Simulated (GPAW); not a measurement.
# A GW chain in GPAW: AlGaN2 (P3m1)

Wanted: ground state, empty states, screening and self-energy for AlGaN2 (P3m1).

Main program and level: GPAW 26.7.0; LDA and many-body steps on it, plane waves.

## Step 1: Starting point

It takes space group P3m1 (No. 156, trigonal). Conventional cell: a = 3.145 Å, b = 3.145 Å, c = 5.097 Å, α = 90.00°, β = 90.00°, γ = 120.00°. Nearest to Al lie 4 N at 1.89 to 1.90 Å. Nearest to Ga lie 4 N at 1.93 to 1.96 Å. N has 3 Al at 1.90 Å and 1 Ga at 1.96 Å nearest. Nearest to N lie 1 Al at 1.89 Å and 3 Ga at 1.93 Å. Farther neighbours and most contacts between anions are not listed.

As a file:

```cif
data_structure
_symmetry_space_group_name_H-M 'P3m1'
_symmetry_Int_Tables_number 156
_cell_length_a 3.1453
_cell_length_b 3.1453
_cell_length_c 5.0969
_cell_angle_alpha 90.000
_cell_angle_beta 90.000
_cell_angle_gamma 120.000
_cell_volume 43.67
loop_
_atom_site_label
_atom_site_type_symbol
_atom_site_symmetry_multiplicity
_atom_site_Wyckoff_symbol
_atom_site_fract_x
_atom_site_fract_y
_atom_site_fract_z
_atom_site_occupancy
Al1 Al 1 a 0.00000 0.00000 0.99926 1
Ga1 Ga 1 c 0.66667 0.33333 0.49717 1
N1 N 1 c 0.66667 0.33333 0.11180 1
N2 N 1 a 0.00000 0.00000 0.62816 1
```

The cell and positions are those that the Materials Project relaxed with its own functionals (PBE, PBE+U or r2SCAN), kept fixed.

## Step 2: Ground state

This step: GPAW 26.7.0; DFT, LDA, plane waves, PAW.

The ground-state density comes first.

run.py

```python
import json
import numpy as np
from gpaw.mpi import world
from ase import Atoms
from gpaw import GPAW, PW, FermiDirac

atoms = Atoms(['Al', 'Ga', 'N', 'N'],
    cell=[[3.1452826441, 0.0000000000, 0.0000000000],
      [-1.5726413220, 2.7238946718, 0.0000000000],
      [0.0000000000, 0.0000000000, 5.0968937300]],
    scaled_positions=[[0.0000000000, 0.0000000000, 0.9992637700],
      [0.6666666667, 0.3333333333, 0.4971742100],
      [0.6666666667, 0.3333333333, 0.1118036400],
      [0.0000000000, 0.0000000000, 0.6281583900]],
    pbc=(True, True, True))
calc = GPAW(mode=PW(600),
    xc='LDA',
    kpts={'size': (9, 9, 6), 'gamma': True},
    occupations=FermiDirac(0.001),
    nbands=-8,
    convergence={'density': 1e-6, 'bands': -3},
    maxiter=100,
    txt='gs.txt')
atoms.calc = calc
res = {'energy': atoms.get_potential_energy()}
kpts = calc.get_ibz_k_points()
res['kpts'] = kpts
res['eigenvalues'] = [calc.get_eigenvalues(kpt=k) for k in range(len(kpts))]
res['n_electrons'] = calc.get_number_of_electrons()
calc.write('gs.gpw')

if world.rank == 0:
    with open('result.json', 'w') as f:
        json.dump(res, f, default=lambda x: x.tolist())
```

Started as:

```bash
$ mpirun -n 4 gpaw python run.py
```

Numbers of over 12 decimals in the logs are rounded to 6 here.

The program printed:

```text
__  _  _
 | _ |_)|_||  |
 |__||  | ||/\| - 26.7.0

Input parameters:
  mode=PW(ecut=600.0),
  convergence={'density': 1e-06, 'bands': -3},
  kpts=MonkhorstPack(size=(9, 9, 6), gamma=True),
  maxiter=100,
  nbands=-8,
  occupations=Occupations(name='fermi-dirac', width=0.001, fixmagmom=False),
  xc=XC(name='LDA')
  [... matrices ...]
Diagonalizing LCAO Hamiltonian
Converting LCAO to pw mode

       Al

       N
            Ga

            N

Atoms  # Å, Bohr magnetons
|   | symbol |        x |        y |        z |    initial magnetic moments |
| 0 |     Al | 0.000000 | 0.000000 | 5.093141 | ( 0.0000,  0.0000,  0.0000) |
| 1 |     Ga | 1.572641 | 0.907965 | 2.534044 | ( 0.0000,  0.0000,  0.0000) |
| 2 |      N | 1.572641 | 0.907965 | 0.569851 | ( 0.0000,  0.0000,  0.0000) |
| 3 |      N | 0.000000 | 0.000000 | 3.201657 | ( 0.0000,  0.0000,  0.0000) |

Unit cell  # Å
| periodic |         x |        y |        z |  lengths |     angles |
|      yes |  3.145283 | 0.000000 | 0.000000 | 3.145283 |  90.000000 |
|      yes | -1.572641 | 2.723895 | 0.000000 | 3.145283 |  90.000000 |
|      yes |  0.000000 | 0.000000 | 5.096894 | 5.096894 | 120.000000 |

Number of symmetries: 6
Symmetry operations  # r_c * U_cc + t_c -> r_c
|   | kind |            matrix            |
| 0 |  σ   |  1, 1, 0,  0,-1, 0,  0, 0, 1 |
| 1 |  E   |  1, 0, 0,  0, 1, 0,  0, 0, 1 |
| 2 |  C3  |  0, 1, 0, -1,-1, 0,  0, 0, 1 |
| 3 |  σ   |  0,-1, 0, -1, 0, 0,  0, 0, 1 |
| 4 |  σ   | -1, 0, 0,  1, 1, 0,  0, 0, 1 |
| 5 |  C3  | -1,-1, 0,  1, 0, 0,  0, 0, 1 |

BZ-sampling:
  Number of BZ points: 486
  Number of IBZ points: 62

  Monkhorst-Pack size: [9, 9, 6]
  Monkhorst-Pack shift: [0.0, 0.0, 0.083333]

K-points  # in reciprocal-cell coordinates
|     |                                coordinates |     weight |
|   0 | (  0.00000000,   0.00000000,   0.00000000) | 0.00205761 |
|   1 | (  0.00000000,   0.00000000,   0.16666667) | 0.00411523 |
|   2 | (  0.00000000,   0.00000000,   0.33333333) | 0.00411523 |
|   3 | (  0.00000000,   0.00000000,   0.50000000) | 0.00205761 |
|   4 | (  0.11111111,   0.00000000,  -0.33333333) | 0.01234568 |
|   5 | (  0.11111111,   0.00000000,  -0.16666667) | 0.01234568 |
|   6 | (  0.11111111,   0.00000000,   0.00000000) | 0.01234568 |
|   7 | (  0.11111111,   0.00000000,   0.16666667) | 0.01234568 |
|   8 | (  0.11111111,   0.00000000,   0.33333333) | 0.01234568 |
|   9 | (  0.11111111,   0.00000000,   0.50000000) | 0.01234568 |
| ... |                                            |            |
|  61 | (  0.44444444,   0.44444444,   0.50000000) | 0.01234568 |

Plane wave coefficients: 1474
Cutoff: 600.0 eV

Spin-components: 1 (collinear spins)
Bands:           16
Projectors:      20
Spin-degeneracy: 2
Datatype:        complex128

  Storage: CPU
  Wave functions: 23_379_456 bytes (5_844_864 per core)
  Projectors: 40_914_048 bytes (10_228_512 per core)
  [... matrices ...]
Parallelization:
  kpt:    4
  domain: 1
  band:   1

Density:
  Valence electrons: 16.0
  Components: 1
  Grid points: [18 18 30]
  Charge: 0.0  # |e|

Potential:
  Grid points: [18 18 30]

species:
  Al:
    name:    Aluminium
    Z:       13.0
    valence: 3
    core:    10
    charge:  0.0  # [|e|]
    compensation charges:
      type: gauss
      rc: 0.34  # [Å]
      lmax: 2
    cutoffs:
      filter: 1.91  # [Å]
      core: 2.36  # [Å]
    projectors
    | kind |    occ | energy [eV] | rcut [Å] |
    |   3s |  2.000 |      -7.830 |    1.085 |
    |   3p |  1.000 |      -2.783 |    1.085 |
    |    s |        |      19.382 |    1.085 |
    |    p |        |      24.428 |    1.085 |
    |    d |        |       0.000 |    1.085 |

    Using partial waves for Al as LCAO basis

  Ga:
    name:    Gallium
    Z:       31.0
    valence: 3
    core:    28
    charge:  0.0  # [|e|]
    compensation charges:
      type: gauss
      rc: 0.37  # [Å]
      lmax: 2
    cutoffs:
      filter: 2.06  # [Å]
      core: 4.17  # [Å]
    projectors
    | kind |    occ | energy [eV] | rcut [Å] |
    |   4s |  2.000 |      -9.167 |    1.164 |
    |   4p |  1.000 |      -2.734 |    1.164 |
    |    s |        |      18.045 |    1.164 |
    |    p |        |      24.478 |    1.164 |
    |    d |        |       0.000 |    1.164 |

    Using partial waves for Ga as LCAO basis

  N:
    name:    Nitrogen
    Z:       7.0
    valence: 5
    core:    2
    charge:  0.0  # [|e|]
    compensation charges:
      type: gauss
      rc: 0.18  # [Å]
      lmax: 2
    cutoffs:
      filter: 1.11  # [Å]
      core: 0.96  # [Å]
    projectors
    | kind |    occ | energy [eV] | rcut [Å] |
    |   2s |  2.000 |     -18.420 |    0.603 |
    |   2p |  3.000 |      -7.237 |    0.529 |
    |    s |        |       8.791 |    0.603 |
    |    p |        |      19.974 |    0.529 |
    |    d |        |       0.000 |    0.577 |

    Using partial waves for N as LCAO basis

Reference energy: -62328.226297  # eV

eigensolver:
  PPCG
  Converge bands: -3
  niter=2

density mixing:
  MSR1-Mixer
  Pratt-step length: 0.05
  Maximum mixing coefficient: 0.75
  Old densities: 10
  SVD Regularization: 0.005
  Good broyden scale: 1.0
  Trust region scale: 1.0
  Backstep threshold: 4.0
  History deletion threshold: 6.0
  Fourier metric: weight=20.0, sigma=0.015

occupation numbers:
  Fermi-Dirac:
    width: 0.0010  # eV

poisson solver:
  ecut: 4800.0  # eV

xc functional:
  name: None

Initialization done in: 1.938 s

convergence criteria:
- Maximum integral of absolute [dens]ity change: 1e-06 electrons / valence electron
- Maximum [total energy] change in last 3 cyles: 0.0005 eV / valence electron
- Maximum integral of absolute [eigenst]ate change: 4e-08 eV^2 / valence electron
maximum number of iterations: 100

SCF iterations
|iter     |     time |      energy | eigst |  dens |
|iter:   1|  |  -33.863381 | +0.73 |       |
|iter:   2|  |  -32.851914 | -0.68 | -0.56 |
|iter:   3|  |  -29.971141 | -0.34 | -0.62 |
|iter:   4|  |  -29.940112 | -2.30 | -1.27 |
|iter:   5|  |  -29.932180 | -3.01 | -1.57 |
|iter:   6|  |  -29.932027 | -4.07 | -2.55 |
|iter:   7|  |  -29.932039c| -5.13 | -2.98 |
|iter:   8|  |  -29.932032c| -5.52 | -3.31 |
|iter:   9|  |  -29.932032c| -7.11 | -3.98 |
|iter:  10|  |  -29.932032c| -7.67c| -4.67 |
|iter:  11|  |  -29.932032c| -8.38c| -5.49 |
|iter:  12|  |  -29.932032c| -9.16c| -6.13c|

Converged in 12 steps
SCF loop duration: 5.137 s (0.428 s/step)
Energy contributions relative to reference atoms: (reference = -62328.226297)
  [... matrices ...]
Energy contributions:
  Kinetic:          50.138063
  Coulomb:         -43.492371
  Zero:              0.034662
  External:          0.000000
  Xc:              -36.612386
  Entropy:          -0.000000
  Spinorbit:         0.000000
  ----------------------------
  Free energy:     -29.932032
  Extrapolated:    -29.932032

dipole moment: (-4.544847, -12.595931, 6.705135)  # |e|*Ang

Fermi level: 6.048
Eigenvalues  # (at kpt = [0.000, 0.000, 0.000])
| band index |      eig [eV] | occ [0-2] |
|          0 |        -9.474 |     2.000 |
|          1 |        -7.125 |     2.000 |
|          2 |        -0.604 |     2.000 |
|          3 |         4.961 |     2.000 |
|          4 |         4.961 |     2.000 |
|          5 |         5.932 |     2.000 |
|          6 |         6.019 |     2.000 |
|          7 |         6.019 |     2.000 |
|          8 |         9.003 |     0.000 |
|          9 |        11.561 |     0.000 |
|         10 |        15.693 |     0.000 |
|         11 |        16.457 |     0.000 |
|         12 |        16.457 |     0.000 |
|         13 |        17.796 |     0.000 |
|         14 |        18.188 |     0.000 |
|         15 |        18.188 |     0.000 |

Gap: 2.983 eV
Transition (v -> c):
  (s=0, k=0, n=7, [0.00, 0.00, 0.00]) -> (s=0, k=0, n=8, [0.00, 0.00, 0.00])
No difference between direct/indirect transitions
# Writing to gs.gpw (mode='')
  [... matrices ...]
```

It took 9 s on 4 MPI ranks of Intel Xeon Platinum 8488C (Sapphire Rapids), shared host; peak memory 0.69 GiB.

This step gave:

- total energy: -29.93 eV
- gap: 2.983 eV
- k of the valence top: 0, 0, 0
- k of the conduction bottom: 0, 0, 0
- least direct gap: 2.983 eV

The gap is direct, at Γ.

## Step 3: Empty states on the mesh, 3×3×4 mesh, 210 bands

The sums over transitions need many empty states on a uniform mesh; this step solves for them.

run.py

```python
import json
import numpy as np
from gpaw.mpi import world
from gpaw import GPAW

calc = GPAW('gs.gpw').fixed_density(kpts={'size': (3, 3, 4), 'gamma': True},
    parallel={'domain': 1, 'band': 1},
    txt='nscf.txt')
calc.diagonalize_full_hamiltonian(nbands=210)
calc.write('full.gpw', mode='all')
res = {}
kpts = calc.get_ibz_k_points()
res['kpts'] = kpts
res['eigenvalues'] = [calc.get_eigenvalues(kpt=k) for k in range(len(kpts))]
res['n_electrons'] = calc.get_number_of_electrons()

if world.rank == 0:
    with open('result.json', 'w') as f:
        json.dump(res, f, default=lambda x: x.tolist())
```

Started as:

```bash
$ mpirun -n 4 gpaw python run.py
```

The program printed:

```text
Diagonalizing LCAO Hamiltonian
Converting LCAO to pw mode
convergence criteria:
- Maximum integral of absolute [eigenst]ate change: 4e-08 eV^2 / valence electron
maximum number of iterations: 100

SCF iterations
|iter     |     time |      energy | eigst |  dens |
|iter:   1|  |             | +0.86 |       |
|iter:   2|  |             | -0.66 |       |
|iter:   3|  |             | -1.61 |       |
[...]
|iter:   7|  |             | -5.71 |       |
|iter:   8|  |             | -6.96 |       |
|iter:   9|  |             | -7.73c|       |
SCF steps: 9
  __  _  _
 | _ |_)|_||  |
 |__||  | ||/\| - 26.7.0

Input parameters:
  mode=PW(ecut=600.0),
  convergence={'density': 1e-06, 'bands': -3},
  gpts=array([18, 18, 30]),
  kpts=MonkhorstPack(size=(3, 3, 4), gamma=True),
  maxiter=100,
  nbands=16,
  occupations=Occupations(name='fermi-dirac', width=0.001, fixmagmom=False),
  parallel={'domain': 1, 'band': 1},
  xc=XC(name='LDA')
Matrix size: 1473x1473
# Writing to full.gpw (mode='all')
  [... matrices ...]

timing:  # [seconds]
  Total: 6.409  # ━━━━━━━━━━━━━━━━━━━━━━━━━━━━━━━━━━━━━━━━━━━━━━━━━━━━━━━━━━━
```

The job ended after 11 s (4 MPI ranks; peak memory 1.4 GiB; 42 s of CPU time).

This step gave:

```
gap                                                           : 2.983 eV
k of the valence top                                          : 0, 0, 0
k of the conduction bottom                                    : 0, 0, 0
least direct gap                                              : 2.983 eV
k points computed                                             : 10
lowest point of the top converged band, above the valence top : 144.4952 eV
```

On this mesh the gap is 2.983 eV.

## Step 4: Screening and self-energy, 3×3×4 mesh, 93 bands, screening to 96 eV

Now the one-shot GW correction: screening in the RPA, then the self-energy of the levels asked for.

This step: G0W0 on LDA, plane waves, PAW.

run.py

```python
import json
import numpy as np
from gpaw.mpi import world
from gpaw.response.g0w0 import G0W0

gw = G0W0('full.gpw',
    filename='gw',
    kpts=[0],
    bands=(6, 10),
    ecut=96,
    nbands=93,
    integrate_gamma='WS',
    ppa=True)
gw.calculate()
res = {mode: {k: v for k, v in r.items() if k != 'sigma_eskwn'}
       for mode, r in gw.all_results.items()}

if world.rank == 0:
    with open('result.json', 'w') as f:
        json.dump(res, f, default=lambda x: x.tolist())
```

Started as:

```bash
$ mpirun -n 4 gpaw python run.py
```

The program printed:

```text
Using integrator: PointIntegrator
FrequencyGridDescriptor(from 0.000+0.000j to 0.000+27.211j eV, 2 points)
Nonperiodic BCs:  [False False False]
Using integrator: PointIntegrator
FrequencyGridDescriptor(from 0.000+0.000j to 0.000+27.211j eV, 2 points)
Nonperiodic BCs:  [False False False]
  ___  _ _ _
 |   || | | |
 | | || | | |
 |__ ||_____|
 |___|

BZ k-points: Symmetries present (total): 6

  [... matrices ...]
36 k-points: 3 x 3 x 4 Monkhorst-Pack grid + [0.000000,0.000000,1/8]
10 k-points in the irreducible part of the Brillouin zone
       k-points in crystal coordinates                weights
   0:     0.00000000    0.00000000    0.00000000          1/36
   1:     0.00000000    0.00000000    0.25000000          2/36
   2:     0.00000000    0.00000000    0.50000000          1/36
   3:     0.33333333    0.00000000   -0.25000000          6/36
   4:     0.33333333    0.00000000    0.00000000          6/36
   5:     0.33333333    0.00000000    0.25000000          6/36
   6:     0.33333333    0.00000000    0.50000000          6/36
   7:     0.33333333    0.33333333    0.00000000          2/36
   8:     0.33333333    0.33333333    0.25000000          4/36
   9:     0.33333333    0.33333333    0.50000000          2/36

Distributing spins, k-points and bands (1 x 1 x 4) over 4 processes
Number of blocks: 1

Quasi particle states:
k-points (IBZ indices): [0]
Band range: (6, 10)
  [... matrices ...]
Computational parameters:
Plane wave cut-off: 96 eV
Number of bands: 93
Coulomb cutoff: None
Broadening: 0.1 eV

fxc modes: GW
Kernel: RPA
Using Godby-Needs plasmon-pole approximation:
  Fitting energy: i*E0, E0 = 1.000 Hartree
Summing all q:

Calculating screened Coulomb potential
No Coulomb truncation
FrequencyGridDescriptor(from 0.000+0.000j to 0.000+27.211j eV, 2 points)
Removing empty qpoint cache files...

Calculating chi0 body with:
    Ground state adapter containing:
    Number of spins: 1
    Number of kpoints: 36
    Number of irreducible kpoints: 10
    Number of completely occupied states: 8
    Number of partially occupied states: 8
    Occupied states memory: 1.1865234375 M / cpu

    Linear response parametrization:
    q_c: [0.0, 0.0, 0.0]
    Number of frequency points: 2
    Planewave cutoff: 96.0
    Number of bands: 93
    Number of planewaves: 99
    Broadening (eta): 1e-06
    comm.size: 4
    kncomm.size: 4
    blockcomm.size: 1

    Memory estimate of potentially large arrays:
        chi0_wGG: 0.299103 M / cpu
Integrating chi0 body.

Symmetries of q_c:
    Direct symmetries (Uq -> q): 6
    Indirect symmetries (TUq -> q): 6
In total 12 allowed symmetries.

  [... matrices ...]
10 groups of equivalent kpoints. 72.222222% reduction.

Integral kind: response function
Integrating chi0 head and wings.

Symmetries of q_c:
    Direct symmetries (Uq -> q): 6
    Indirect symmetries (TUq -> q): 6
In total 12 allowed symmetries.

  [... matrices ...]
10 groups of equivalent kpoints. 72.222222% reduction.

Integral kind: response function wings

Calculating chi0 body with:
    Ground state adapter containing:
    Number of spins: 1
    Number of kpoints: 36
    Number of irreducible kpoints: 10
    Number of completely occupied states: 8
    Number of partially occupied states: 8
    Occupied states memory: 1.1865234375 M / cpu

[... the further q-points ...]

Results:
f:      Occupation numbers
eps:     KS-eigenvalues [eV]
vxc:     KS vxc [eV]
exx:     Exact exchange [eV]
sigma:   Self-energies [eV]
dsigma:  Self-energy derivatives
Z:       Renormalization factors
qp:      QP-energies [eV]

k-point 0 (0): (0.000, 0.000, 0.000)                GW
band       f     eps     vxc     exx   sigma  dsigma       Z      qp
                                                                   GW
   6   1.000   6.019 -18.752 -22.396   3.243  -0.268   0.789   5.703
   7   1.000   6.019 -18.752 -22.396   3.243  -0.268   0.789   5.703
   8   0.000   9.003 -15.771 -10.794  -3.501  -0.223   0.817  10.210
   9   0.000  11.561 -14.508  -8.738  -4.190  -0.213   0.824  12.864
```

The job ended after 16 s (4 MPI ranks; peak memory 1.1 GiB; 61 s of CPU time).

This step gave:

| Item | Value |
| --- | --- |
| G0W0 gap on the points computed | 4.507 eV |
| least direct G0W0 gap on the computed points | 4.507 eV |
| Z at the valence top | 0.7888 |
| Z at the conduction bottom | 0.8174 |
| starting gap on the mesh | 2.983 eV |
| k of the valence top | 0, 0, 0 |
| k of the conduction bottom | 0, 0, 0 |

The gap on the mesh goes from 2.98 eV to 4.51 eV, a correction of +1.52 eV.

Limits: finite bands, cutoff and mesh; no spin-orbit coupling; coarse k mesh. v1 is the top filled band, c1 the lowest empty one. Levels before and after the correction, in eV, zero at the valence-band top of each column:

```
           conduction bottom  valence top
Kohn-Sham               2.98         0.00
     G0W0               4.51         0.00
```

```csv
,level,energy (eV)
Kohn-Sham,Γ v2-v1,0.000
Kohn-Sham,Γ c1,2.983
Kohn-Sham,Γ c2,5.542
G0W0,Γ v2-v1,0.000
G0W0,Γ c1,4.507
G0W0,Γ c2,7.161
```

## Step 5: Where the time went

Times are wall times on 4 MPI ranks of Intel Xeon Platinum 8488C (Sapphire Rapids), shared host, good to a factor of about two.

```
                     step  time  share  memory (GiB)
             ground state   9 s   25 %          0.69
 empty states on the mesh  11 s   31 %           1.4
screening and self-energy  16 s   44 %           1.1
```

## Step 6: What came out

| Quantity | Value |
| --- | --- |
| LDA gap | 2.98 eV, direct |
| G0W0 gap on the mesh | 4.51 eV |
| GW settings | 3×3×4 mesh, 93 bands, screening to 96 eV, Godby-Needs plasmon pole |
| known limits | not at the basis limit; no spin-orbit coupling; coarse k mesh |

G0W0 moves the gap on the mesh from 2.98 eV to 4.51 eV (+1.52 eV), with Z of 0.79 and 0.82 at the edges. Only 1 of the mesh's irreducible points was corrected, so a valley elsewhere could overtake. Bands and cutoff are finite, so the gap is not at the basis limit. The miss can reach some tenths of an eV and take either sign; the mesh is an error of its own. These stock PAW sets were not made for GW; the filled d or f shell of Ga lies in the frozen core, which bears on start and correction. In the G0W0 run levels were corrected at 1 k point alone, so a gap called «on the mesh» is the least over those, and an edge elsewhere would be missed. The 3×3×4 mesh is coarse for this cell, which bears on the long-range parts of exchange and screening. The many-body steps are scalar-relativistic: spin-orbit coupling is not in them.

[Paths, hosts, dates, memory and timing lines, banners, echoed tables and standing remarks are left out of the program output.]

[Logs are printed without paths, hosts, clocks, repeated set-up lines and the standing remarks that a program may print on its own settings, such as how far it seeks lower states.]

[Runs of the session that timed out or met a known fault of the program may be left out.]

[Hosts, paths, dates, database ids (printed as entryN), source tags and the programs' standing remarks are cut or masked in the printed files.]
